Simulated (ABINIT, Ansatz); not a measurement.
# CsGeCl3 (R3m): one start, several treatments of the self-energy, part 2 of 2

Wanted: the gap of CsGeCl3 (R3m) under several approximations, with cost.

ABINIT 10.8.3; LDA and many-body steps on it, plane waves. Known limits of the many-body steps: not at the basis limit; no spin-orbit coupling; coarse k mesh.

So far. Step 4 (G0W0, Godby-Needs plasmon pole): The gap on the mesh goes from 1.98 eV to 3.64 eV, a correction of +1.66 eV. Step 5 (G0W0, Engel-Farid plasmon pole): Against G0W0 in ABINIT (2×2×2 mesh, 224 bands, screening to 141.5 eV, Godby-Needs plasmon pole), the gap moves by +0.080 eV.

### 6. G0W0, von der Linden-Horsch plasmon pole

Level of this step: G0W0 on LDA, plane waves, norm-conserving pseudopotentials (ABINIT).

The input, run.abi:

```
acell 3*1.0 Angstrom
rprim 
  3.846816390705 2.220960478697 3.178300533600
  -3.846816390705 2.220960478697 3.178300533600
  0.000000000000 -4.441920957394 3.178300533600
ntypat 3
znucl 55 32 17
natom 5
typat 1 2 3 3 3
xred 
  0.998403350000 0.998403350000 0.998403350000
  0.515533150000 0.515533150000 0.515533150000
  0.496712670000 0.496712670000 0.948638170000
  0.496712670000 0.948638170000 0.496712670000
  0.948638170000 0.496712670000 0.496712670000
pp_dirpath "pseudos"
pseudos "Cs.upf, Ge.upf, Cl.upf"
ecut 56
ngkpt 2 2 2
nshiftk 1
shiftk 0 0 0
kptopt 1
chksymbreak 0
istwfk *1
occopt 1
irdwfk 1
optdriver 4
nband 224
gwcalctyp 0
ecutsigx 56
symsigma 1
nkptgw 2
kptgw 
  0.5000000000 0.5000000000 0.5000000000
  0.0000000000 0.0000000000 0.0000000000
bdgw 
  25 28
  24 29
ecuteps 5.2
irdscr 1
ppmodel 3
indata_prefix "in"
outdata_prefix "out"
tmpdata_prefix "tmp"
```

Started as:

```bash
OMP_NUM_THREADS=1 mpirun -n 16 abinit run.abi > log
```

Numbers of over 12 decimals in the logs are rounded to 6 here.

Output:

```text
.Version 10.8.3 of ABINIT. v10.8.2 released Aug 2026.

 Symmetries : space group R3 m (#160); Bravais hR (rhombohedral)
[... echo of the input left out ...]
== DATASET  1 ==================================================================
-   mpi_nproc: 16, omp_nthreads: 1 (-1 if OMP is not activated)

--- !DatasetInfo
iteration_state: {dtset: 1, }
dimensions: {natom: 5, nkpt: 4, mband: 224, nsppol: 1, nspinor: 1, nspden: 1, mpw: 22041, }
cutoff_energies: {ecut:  56.0, pawecutdg:  -1.0, }
[...]
Band     E0 <VxcDFT>   SigX SigC(E0)      Z dSigC/dE  Sig(E)    E-E0       E
[...]
28   6.059  -7.267  -2.987  -3.566   0.898  -0.113  -6.626   0.641   6.700
       29   6.059  -7.267  -2.987  -3.566   0.898  -0.113  -6.626   0.641   6.700

== END DATASET(S) ==============================================================
================================================================================

 -outvars: echo values of variables after computation  --------
           etotal      0.0000000000E+00
            nband         224
             nkpt           4
          spgroup         160
 [... the other variables as echoed above ...]

 Calculation completed.
```

Run time: 18 s. Hardware: 16 MPI ranks of Arm Neoverse V1, shared host; peak memory 3.9 GiB.

Numbers from this step:

```
G0W0 gap on the points computed              : 3.780 eV
starting gap on the mesh                     : 1.977 eV
k of the valence top                         : 0.5, 0.5, 0.5
k of the conduction bottom                   : 0.5, 0.5, 0.5
least direct G0W0 gap on the computed points : 3.780 eV
```

Against G0W0 in ABINIT (2×2×2 mesh, 224 bands, screening to 141.5 eV, Godby-Needs plasmon pole), the gap moves by +0.140 eV.

### 7. One-shot Hartree-Fock

This step: one-shot Hartree-Fock on LDA, plane waves, norm-conserving pseudopotentials.

run.abi, as its differences from that of step 6:

```diff
@@ -27,4 +27,4 @@
 optdriver 4
-nband 224
-gwcalctyp 0
+nband 30
+gwcalctyp 5
 ecutsigx 56
@@ -38,5 +38,4 @@
   24 29
-ecuteps 5.2
-irdscr 1
-ppmodel 3
+ixc_sigma 40
+fftgw 31
 indata_prefix "in"
```

Started as:

```bash
OMP_NUM_THREADS=1 mpirun -n 15 abinit run.abi > log
```

Output:

```text
.Version 10.8.3 of ABINIT. v10.8.2 released Aug 2026.

 Symmetries : space group R3 m (#160); Bravais hR (rhombohedral)
[... echo of the input left out ...]
== DATASET  1 ==================================================================
-   mpi_nproc: 15, omp_nthreads: 1 (-1 if OMP is not activated)

--- !DatasetInfo
iteration_state: {dtset: 1, }
dimensions: {natom: 5, nkpt: 4, mband: 30, nsppol: 1, nspinor: 1, nspden: 1, mpw: 22041, }
cutoff_energies: {ecut:  56.0, pawecutdg:  -1.0, }
[...]
Band     E0 <VxcDFT>   SigX SigC(E0)      Z dSigC/dE  Sig(E)    E-E0       E
[...]
28   6.059  -7.267  -2.987   0.000   1.000   0.000  -2.987   4.280  10.339
       29   6.059  -7.267  -2.987   0.000   1.000   0.000  -2.987   4.280  10.339

== END DATASET(S) ==============================================================
================================================================================

 -outvars: echo values of variables after computation  --------
           etotal      0.0000000000E+00
            nband          30
             nkpt           4
          spgroup         160
 [... the other variables as echoed above ...]

 Calculation completed.
```

It took 5.4 s on 15 MPI ranks; peak memory 0.67 GiB.

Numbers from this step:

| Property | Result |
| --- | --- |
| quasiparticle gap on the points computed | 8.723 eV |
| starting gap on the mesh | 1.977 eV |
| k of the valence top | 0.5, 0.5, 0.5 |
| k of the conduction bottom | 0.5, 0.5, 0.5 |
| least direct quasiparticle gap on the computed points | 8.723 eV |

Against G0W0 in ABINIT (2×2×2 mesh, 224 bands, screening to 141.5 eV, Godby-Needs plasmon pole), the gap moves by +5.083 eV.

### 8. Side by side

Times are wall times on the hardware named with each run, good to a factor of about two. A run's time includes the screening step that it read.

```
                                     run   mesh  bands  screening cutoff (eV)  DFT gap (eV)  gap on the mesh (eV)  direct (eV)  ε∞ used   time
          G0W0, Godby-Needs plasmon pole  2×2×2    224                  141.5         1.977                 3.640        3.640     5.96   72 s
          G0W0, Engel-Farid plasmon pole  2×2×2    224                  141.5         1.977                 3.720        3.720     5.96   74 s
G0W0, von der Linden-Horsch plasmon pole  2×2×2    224                  141.5         1.977                 3.780        3.780     5.96   73 s
                   one-shot Hartree-Fock  2×2×2      -                      -         1.977                 8.723        8.723        -  5.4 s
```

### 9. What came out

| Property | Result |
| --- | --- |
| G0W0, Godby-Needs plasmon pole | 3.640 eV |
| G0W0, Engel-Farid plasmon pole | 3.720 eV |
| G0W0, von der Linden-Horsch plasmon pole | 3.780 eV |
| one-shot Hartree-Fock | 8.723 eV |
| known limits | not at the basis limit; no spin-orbit coupling; coarse k mesh |

**Reading.** G0W0, Engel-Farid plasmon pole: +0.080 eV against G0W0, Godby-Needs plasmon pole. G0W0, von der Linden-Horsch plasmon pole: +0.140 eV against G0W0, Godby-Needs plasmon pole. One-shot Hartree-Fock: +5.083 eV against G0W0, Godby-Needs plasmon pole. Bare exchange alone opens the gap to 8.72 eV; against G0W0, correlation takes back 5.08 eV. Bands and cutoff are finite, so the gap is not at the basis limit. The miss can reach some tenths of an eV and take either sign; the mesh is an error of its own. In the first G0W0 run levels were corrected at 2 k points alone, so a gap called «on the mesh» is the least over those, and an edge elsewhere would be missed. The 2×2×2 mesh is coarse for this cell, which bears on the long-range parts of exchange and screening. The many-body steps are scalar-relativistic: spin-orbit coupling is not in them.

[Paths, hosts, dates, memory and timing lines, banners, echoed tables and standing remarks are left out of the program output.]

[Logs are printed without paths, hosts, clocks, repeated set-up lines and the standing remarks that a program may print on its own settings, such as how far it seeks lower states.]

[Runs of the session that timed out or met a known fault of the program may be left out.]

[No measured gap is set beside runs whose start may be inverted or whose files or cutoffs have a known fault.]

[Hosts, paths, dates, database ids (printed as entryN), source tags and the programs' standing remarks are cut or masked in the printed files.]

[G0W0 gaps are taken among the corrected bands and points alone; a level outside them can change the order at an edge.]

[Where Ansatz stands beside ABINIT at settings called matched, ABINIT's density can come from a denser mesh and the files from another edition; pairs whose starting gaps differed by over 0.03 eV were left out, so agreement reads better than it is.]
